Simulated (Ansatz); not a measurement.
# Electron scattering at the twin(10-12) boundary in hcp Ru, part 2 of 2

How much does the twin(10-12) boundary in hcp Ru reflect electrons?

Ansatz 0.2.0; Ansatz plane-wave DFT, PBE, PAW files; relaxation of a bicrystal slab with its lowest layers held; PAW set soft_1 (the session's first sound run).

So far. Step 2 (Relaxing the bicrystal): The largest force component on a free atom ends at 0.010 eV/Å, under the tolerance of 0.03, after 7 steps.

## 3. Transmission across the boundary

Bulk layers of each grain are laid under and over the relaxed boundary, and a lead is named in the middle of each, away from the free faces. The mesh across the current, 10×24, is finer than the density's, because channels open and close sharply across the zone. Energies from -0.1 to 0.1 eV in steps of 0.05 eV are too few for the program's thermal sum, so it prints no conductance; for a metal the transmission near the Fermi level serves, at a fraction of the cost.

This step: Ansatz plane-wave DFT, PBE, PAW files; ballistic transport by layer matching (Landauer), zero bias; boundary relaxed in a short slab, bulk layers laid on; PAW set soft_1 (Ansatz 0.2.0).

System of this step: twin(10-12) boundary in hcp Ru. The cell holds 57 atoms: 57 Ru. Cell: a = 6.348 Å, b = 2.706 Å, c = 52.914 Å, α = 90.0°, β = 90.0°, γ = 90.0°. It derives from Ru. Regions: lower grain, 22 atoms (22 Ru); boundary, 17 atoms (17 Ru); upper grain, 18 atoms (18 Ru). Vacuum lies along c.

Contents of input.yaml:

```yaml
crystal:
  lattice:
    - [6.3481279548, 0.0, 0.0]
    - [0.0, 2.7058, 0.0]
    - [0.0, 0.0, 52.9143866818]
  atoms:
    - { symbol: Ru, position: [4.837733358, -6.5833333333, 0.0755938082] }
    - { symbol: Ru, position: [4.1560563199, -7.0833333334, 0.0955075168] }
    - { symbol: Ru, position: [4.5652178008, -6.0833333333, 0.1054643711] }
    - { symbol: Ru, position: [3.8835407627, -6.5833333334, 0.1253780797] }
    - { symbol: Ru, position: [4.2927022436, -5.5833333333, 0.1353349339] }
    - { symbol: Ru, position: [3.6110252055, -6.0833333334, 0.1552486425] }
    - { symbol: Ru, position: [4.0201866864, -5.0833333333, 0.1652054968] }
    - { symbol: Ru, position: [3.3385096483, -5.5833333334, 0.1851192053] }
    - { symbol: Ru, position: [3.7476711292, -4.5833333333, 0.1950760596] }
    - { symbol: Ru, position: [3.0659940911, -5.0833333334, 0.2149897682] }
    - { symbol: Ru, position: [3.475155572, -4.0833333333, 0.2249466225] }
    - { symbol: Ru, position: [2.7934785339, -4.5833333334, 0.244860331] }
    - { symbol: Ru, position: [3.2026400148, -3.5833333333, 0.2548171853] }
    - { symbol: Ru, position: [2.5209629767, -4.0833333334, 0.2747308939] }
    - { symbol: Ru, position: [2.9301244576, -3.0833333333, 0.2846877482] }
    - { symbol: Ru, position: [2.2484474195, -3.5833333334, 0.3046014567] }
    - { symbol: Ru, position: [2.6576089004, -2.5833333333, 0.314558311] }
    - { symbol: Ru, position: [1.9759318623, -3.0833333334, 0.3344720196] }
    - { symbol: Ru, position: [2.3850933432, -2.0833333333, 0.3444288739] }
    - { symbol: Ru, position: [1.7034163051, -2.5833333334, 0.3643425824] }
    - { symbol: Ru, position: [2.112577786, -1.5833333333, 0.3742994367] }
    - { symbol: Ru, position: [1.4309007479, -2.0833333334, 0.3942131453] }
    - { symbol: Ru, position: [0.8400622288, 0.9166666667, 0.4041699996] }
    - { symbol: Ru, position: [0.1583851907, 0.4166666667, 0.4240837081] }
    - { symbol: Ru, position: [0.5663158681, 0.4166666667, 0.4337781058] }
    - { symbol: Ru, position: [0.8804932443, 0.9166666667, 0.4537941352] }
    - { symbol: Ru, position: [0.2907740107, 0.9166666667, 0.4642776178] }
    - { symbol: Ru, position: [0.6089132251, 0.4166666667, 0.4835845957] }
    - { symbol: Ru, position: [0.0201836475, 0.4166666667, 0.4947742659] }
    - { symbol: Ru, position: [0.3343529751, 0.9166666667, 0.5162852655] }
    - { symbol: Ru, position: [0.7426735494, 0.9166666667, 0.5218742023] }
    - { symbol: Ru, position: [0.0774161272, 0.4166666667, 0.544789743] }
    - { symbol: Ru, position: [0.7397409762, 0.9166666667, 0.567735734] }
    - { symbol: Ru, position: [0.3315822419, 0.9166666667, 0.5737771814] }
    - { symbol: Ru, position: [0.0163994407, 0.4166666667, 0.5947799606] }
    - { symbol: Ru, position: [0.6050186138, 0.4166666667, 0.6061509468] }
    - { symbol: Ru, position: [0.2870016195, 0.9166666667, 0.6257133007] }
    - { symbol: Ru, position: [0.8791421937, 0.9166666667, 0.6355349006] }
    - { symbol: Ru, position: [0.5618713394, 0.4166666667, 0.6556936431] }
    - { symbol: Ru, position: [1.1521838047, -1.5833333334, 0.6655279804] }
    - { symbol: Ru, position: [1.8338608429, -1.0833333333, 0.685441689] }
    - { symbol: Ru, position: [1.4246993619, -2.0833333334, 0.6953985433] }
    - { symbol: Ru, position: [2.1063764001, -1.5833333333, 0.7153122518] }
    - { symbol: Ru, position: [1.6972149191, -2.5833333334, 0.7252691061] }
    - { symbol: Ru, position: [2.3788919573, -2.0833333333, 0.7451828147] }
    - { symbol: Ru, position: [1.9697304763, -3.0833333334, 0.755139669] }
    - { symbol: Ru, position: [2.6514075145, -2.5833333333, 0.7750533775] }
    - { symbol: Ru, position: [2.2422460336, -3.5833333334, 0.7850102318] }
    - { symbol: Ru, position: [2.9239230717, -3.0833333333, 0.8049239404] }
    - { symbol: Ru, position: [2.5147615908, -4.0833333334, 0.8148807947] }
    - { symbol: Ru, position: [3.1964386289, -3.5833333333, 0.8347945032] }
    - { symbol: Ru, position: [2.787277148, -4.5833333334, 0.8447513575] }
    - { symbol: Ru, position: [3.4689541861, -4.0833333333, 0.8646650661] }
    - { symbol: Ru, position: [3.0597927052, -5.0833333334, 0.8746219203] }
    - { symbol: Ru, position: [3.7414697433, -4.5833333333, 0.8945356289] }
    - { symbol: Ru, position: [3.3323082624, -5.5833333334, 0.9044924832] }
    - { symbol: Ru, position: [4.0139853005, -5.0833333333, 0.9244061918] }
kpoints:
  mp_grid: { grid: [4, 9, 1] }
hamiltonian:
  xc: pbe
  pseudopotentials: { kind: paw, azcp: { folder: soft_1 } }
scf:
  occupations: { method: fermi_dirac, width: 0.1 }
output:
  transmission:
    leads: [[12, 14], [45, 47]]
    kmesh: [10, 24]
    e_range: [-0.1, 0.1]
    de: 0.05
  write_potential: true
  write_density: true
  volumetric_format: npy
  elf: true
```

On the command line:

```bash
$ ansatz run input.yaml --threads 8 --pin off --max-ram 15360MiB --backend cpu --events-out ev --progress --plain --runs-dir out
```

Numbers of over 12 decimals in the logs are rounded to 6 here.

The log of the run:

```text
[...]
Crystal: 57 atoms, lattice volume = 908.898 Å³
Basis set: ecut = 420 eV, 17841 PW (Γ)
Bands: 548, of which v1, the nominal top of the filled ones, is band 456 counted from 1 (455 counted from 0)
Symmetry: 2 space group operations
[...]
k-points: 15 of 36 (time reversal used)
[...]
SCF iter   1: F=—  HF=-335116.129656 eV  |F-HF|=—  |Δ(HF+E_count)|=         —  Δρ=1.11e-1  dr2=3.21e2  ethr=3.10e-3  ⟨swp⟩=6.7  Hψ=29135  notcnv=0
[...]
SCF iter  12: F=-335080.022811 eV  HF=-335080.022811 eV  |F-HF|=3.18e-8  |Δ(HF+E_count)|=   1.20e-8  Δρ=1.65e-6  dr2=5.51e-8  ethr=1.10e-11  ⟨swp⟩=9.2  Hψ=22794  notcnv=0
SCF 1 converged in 12 iterations: F = -335080.022811 eV  dr2 = 5.51e-8
[...]
transmission: 603 of 6006 steps passed
transmission: 1203 of 6006 steps passed
[...]
transmission: 6006 of 6006 steps passed
WARN: The output density's exchange-correlation potential varies sharply where the density is thin. Do not read a vacuum level from v_tot or v_xc, or from such a field of the output density. On a cell that repeats whose density bears no net charge and no dipole along the vacuum's axis use v_es (v_loc + v_h of the components); under efield.dipole_correction with no amplitude use v_es + v_field, which holds any externa [...]
SCF converged after 12 iterations
Free energy (F): -335080.022811 eV
[...]
Internal energy: -335078.358610 eV  (E = F + TS)
E sigma→0 (E₀):  -335079.190711 eV
Entropy (-TS):   -1.664201 eV (-29.197 meV/atom)
Fermi energy:    19.209272 eV
[...]
--- Band table (eV; the first three rows and the last of 15) ---
  k-point 0: bands = [... 452 lower, 18.7563, 18.8017, 18.8041, 18.8212, 18.8432, 18.8618, 18.9185, 18.9422, ... 88 higher]
  k-point 1: bands = [... 452 lower, 18.4997, 18.5187, 18.5356, 18.5840, 18.6179, 18.6581, 18.6969, 18.7255, ... 88 higher]
  k-point 2: bands = [... 452 lower, 18.4595, 18.4781, 18.5064, 18.5539, 18.5959, 18.6340, 18.7005, 18.7110, ... 88 higher]
  k-point 14: bands = [... 452 lower, 20.1396, 20.1415, 20.2018, 20.2148, 20.2500, 20.2725, 20.3034, 20.3121, ... 88 higher]
--- Transmission ---
  basis      : 149 plane waves across, 77 finite elements along
  points     : 78, standing for a mesh of 10 x 24
  energies   : 5 from -0.100000 to 0.100000 eV about the Fermi level, 0.050000 eV apart; the leads are filled to 0.000000 eV, and channels, transmission and decay are at 0.000000 eV
  crystal 0  : Ru4, at the sites [12, 14], period 3.1612 Å, over 18.97 Å; its Hamiltonian steps by up to 35.8 meV: too much for a lead, lay more layers or, if its atoms are ordered, name the step of that order
    offset         : up to 0.0000 Å between an atom of the period and one for which it stands
    channels       : 3.833333e0 a spin
    conductance    : none, the energies end too early or step too widely for 300 K: set another output.transmission.e_range or a lower de, or, where they end at an eighth of basis.ecutwfc, a higher one
[...]
channels       : 3.833333e0 a spin
[...]
junction   : crystal 0 to crystal 1, 13.39 to 38.28 Å
    transmission   : 2.018417e0 a spin
[...]
```

Elapsed: 18 min, on 8 threads of Intel Xeon at 2.50GHz (Skylake/Cascade Lake), shared host; peak memory 11 GiB; 2 h of CPU time.

Numbers from this step:

```
free energy                                    : -335080.0228 eV
energy at zero smearing                        : -335079.1907 eV
Fermi energy                                   : 19.21 eV
cell area                                      : 17.18 Å²
transmission per spin nearest the Fermi level  : 2.018
open channels per spin nearest the Fermi level : 3.833
open channels per spin, upper lead             : 3.833
step of the lead's potential                   : 35.8 meV
step of the upper lead's potential             : 21.1 meV
```

Per spin. Table of transmission, zone mean by energy, zero at the Fermi level:

```
energy (eV)  transmission, zone mean
    -0.1000                     2.21
    -0.0500                     2.11
     0.0000                     2.02
     0.0500                     1.96
     0.1000                     2.02
```

Per spin. Open channels, zone mean against energy, zero at the Fermi level:

```
energy (eV)  lead  upper lead
    -0.1000  3.96        3.96
    -0.0500  3.92         3.9
     0.0000  3.83        3.83
     0.0500  3.73        3.73
     0.1000  3.82        3.82
```

Transmission over k1 and k2. At 0.0000 eV from the Fermi level.

Ten even steps from '_' (0.51) to '@' (4.31):
```
----##**@@..@@**##--
--..==++--::--++==..
--::++----::----++::
....................
====__::------::__==
====::--======--::==
::==::::--==--::::==
--==....--==--....==
++--::__::--::__::--
##==++::::--::::++==
@@##++==**--**==++##
@@##++++**::**++++##
@@##++==**--**==++##
##==++::::--::::++==
++--::__::--::__::--
--==....--==--....==
::==::::--==--::::==
====::--======--::==
====__::------::__==
....................
--::++----::----++::
--..==++--::--++==..
----##**@@..@@**##--
--__%%##@@..@@##%%__
```
Columns: k1 (b1) from -0.5 to 0.4; rows upwards: k2 (b2) from -0.5 to 0.458.

Open channels over k1 and k2. At 0.0000 eV from the Fermi level.

Values, 22 rows by 10 columns, each cell a mean:
```
2.00 2.92 3.92 4.00 6.83 3.00 6.83 4.00 3.92 2.92
2.00 2.00 3.00 3.83 4.83 3.00 4.83 3.83 3.00 2.00
2.00 2.00 3.00 3.00 3.75 2.75 3.75 3.00 3.00 2.00
2.67 2.67 2.67 3.00 3.33 2.67 3.33 3.00 2.67 2.67
4.83 4.00 2.42 3.00 3.58 3.58 3.58 3.00 2.42 4.00
5.00 4.50 3.00 3.00 3.00 3.00 3.00 3.00 3.00 4.50
4.00 4.42 3.58 3.00 3.00 3.00 3.00 3.00 3.58 4.42
5.33 4.67 4.67 3.00 3.00 3.00 3.00 3.00 4.67 4.67
6.00 5.00 5.75 3.75 3.00 3.00 3.00 3.75 5.75 5.00
7.67 6.67 6.00 4.83 4.67 3.83 4.67 4.83 6.00 6.67
8.00 7.00 6.00 5.92 5.00 4.00 5.00 5.92 6.00 7.00
7.83 6.83 6.00 4.92 4.83 3.92 4.83 4.92 6.00 6.83
6.00 5.00 5.83 3.83 3.00 3.00 3.00 3.83 5.83 5.00
5.50 4.75 4.75 3.00 3.00 3.00 3.00 3.00 4.75 4.75
4.00 4.33 3.67 3.00 3.00 3.00 3.00 3.00 3.67 4.33
4.83 4.58 3.00 3.00 3.00 3.00 3.00 3.00 3.00 4.58
5.00 4.00 2.50 3.00 3.50 3.50 3.50 3.00 2.50 4.00
2.83 2.83 2.58 3.00 3.42 2.83 3.42 3.00 2.58 2.83
2.00 2.00 3.00 3.00 3.67 2.67 3.67 3.00 3.00 2.00
2.00 2.00 3.00 3.75 4.75 3.00 4.75 3.75 3.00 2.00
2.00 2.83 3.83 4.00 6.67 3.00 6.67 4.00 3.83 2.83
2.00 2.08 4.00 4.00 6.08 2.08 6.08 4.00 4.00 2.08
```
Columns: k1 (b1) from -0.5 to 0.4; rows upwards: k2 (b2) from -0.5 to 0.458.

ELF in the ca plane at fractional y = 0.917, with atoms of Ru within 0.2 Å of it. It is the smooth field of the valence electrons, not physical close to the nuclei.

Ten even steps from '0' (0.00) to '9' (0.60), each cell a mean:
```
54444359989655899963444458864446999621000000
84344348997455899963445543444545786311000000
95344444664454699744545543344455432110000000
84444554334554455445444443444455432100000000
54554544444444444445444443444445432100000000
45544444444445545654455433455444432100000000
44445543345545458985454565445444321000000000
76445444345444469898445899744444321100000000
99644478754444369898546989844444432100000000
89754699973344358985446999844555443210000000
99644798984444544544544688545455544311000000
76444599964544543345544455444444554321000000
34454457644544444444445544444445554321000000
44544444445544444444445446653455543211000000
44444544544455543455445469985444686311000000
44545546886454444445444489896457999621000000
45544448999544689743443489996458989831100000
```
Columns run along c (16.0 Å, from fractional 0.70 to 1.00 of the cell), rows up along a (6.3 Å). Atoms in or near the plane, at fractional coordinates: Ru at (0.75, 0.38), Ru at (0.76, 0.97), Ru at (0.80, 0.92), Ru at (0.81, 0.51), Ru at (0.86, 0.47), Ru at (0.87, 0.06), Ru at (0.92, 0.01).

Valence density in the ca plane at fractional y = 0.917, with atoms of Ru within 0.2 Å of it. It is the smooth field of the valence electrons, not physical close to the nuclei.

Ten even steps from '0' (0 e/Å³) to '9' (11 e/Å³), each cell a mean:
```
00000004884100378510000002210001564100000000
20000002552000378510000000000000121000000000
40000000110000134200000000000000000000000000
30000000000000001000000000000000000000000000
10000000000000000000000000000000000000000000
00000000000000000100000000000000000000000000
00000000000000002431000011000000000000000000
21000000000000015972000254100000000000000000
74100012200000015972001598300000000000000000
96200158620000002431001486200000000000000000
74100169720000000000000132100000000000000000
21000135410000000000000000000000000000000000
00000011100000000000000000000000000000000000
00000000000000000000000001100000000000000000
00000000000000000000000014530000121000000000
00000001221000000000000038951001564100000000
00000003773000134200000026741002796200000000
```
Columns run along c (16.0 Å, from fractional 0.70 to 1.00 of the cell), rows up along a (6.3 Å). Atoms in or near the plane, at fractional coordinates: Ru at (0.75, 0.38), Ru at (0.76, 0.97), Ru at (0.80, 0.92), Ru at (0.81, 0.51), Ru at (0.86, 0.47), Ru at (0.87, 0.06), Ru at (0.92, 0.01).

Electrostatic potential energy in the ca plane at fractional y = 0.917, with atoms of Ru within 0.2 Å of it. With pseudopotentials it is smooth inside the atoms' cores, unlike the true potential.

Ten even steps from '0' (-73 eV) to '9' (24 eV), each cell a mean:
```
79999972002798300169999974468985102699999999
48999985214898300169999998889998656899999999
27999998668998632589999999999999989999999999
48999999999999877899999999999999999999999999
79999999999999999999999999999999999999999999
99999999999999998779999999999999999999999999
89999999999999974237999767899999999999999999
56899988899999951004897412589999999999999999
02699854579999961004896100389999999999999999
00588610158999974237997200489999999999999999
02688500048999998789998644799999999999999999
56899731268999999999999888999999999999999999
89999876789999999999999999999999999999999999
99999999999999999999999986679999989999999999
99999998889999999999999852147998656899999999
99999986446899887899999830016985102699999999
99999973003798633589999840026984001589999999
```
Columns run along c (16.0 Å, from fractional 0.70 to 1.00 of the cell; values clipped at the 3rd and 97th percentile), rows up along a (6.3 Å). Atoms in or near the plane, at fractional coordinates: Ru at (0.75, 0.38), Ru at (0.76, 0.97), Ru at (0.80, 0.92), Ru at (0.81, 0.51), Ru at (0.86, 0.47), Ru at (0.87, 0.06), Ru at (0.92, 0.01).

Over the solved energies the transmission per spin lies between 1.96 and 2.21, out of 3.85 channels of the lead on average (up to 3.96). The log calls the step of a lead's potential too much.

## 4. Specific resistance

This step: Ansatz plane-wave DFT, PBE, PAW files; ballistic transport by layer matching (Landauer), zero bias; specific resistance of the boundary; PAW set soft_1 (Ansatz 0.2.0).

Numbers from this step:

```
area resistance                      : 0.4985 fΩ m²
T over the leads' mean channel count : 0.5360
```

Averaged over the energies near the Fermi level, 53.6 % of the channels pass, which makes 0.498 fΩ m².

By hand, with T and the leads' channels N averaged over the energies near the Fermi level: RA = A (h/2e²)(1/T − ½[1/N₁ + 1/N₂]) = 17.18×10⁻²⁰ m² × 12 906 Ω × (1/2.063 − ½[1/3.851 + 1/3.848]) = 0.498 fΩ m².

## 5. What came out

| Item | Value |
| --- | --- |
| specific resistance of the boundary | 0.498 fΩ m² |
| share of channels that pass | 0.536 |

**Reading.** The boundary has a specific resistance of 0.50 fΩ m². The boundary reflects 46 % of the channels; 0.50 fΩ m² is 5.0×10⁻¹² Ω·cm². One starting structure was relaxed; another shift or atom count at the boundary may lie lower. A lead's potential steps by up to 36 meV from period to period, which the log calls too much, so longer leads could move the result.

[Logs are printed without paths, hosts, clocks, repeated set-up lines and the standing remarks that a program may print on its own settings, such as how far it seeks lower states.]

[Hosts, paths, dates, database ids (printed as entryN), source tags and the programs' standing remarks are cut or masked in the printed files.]
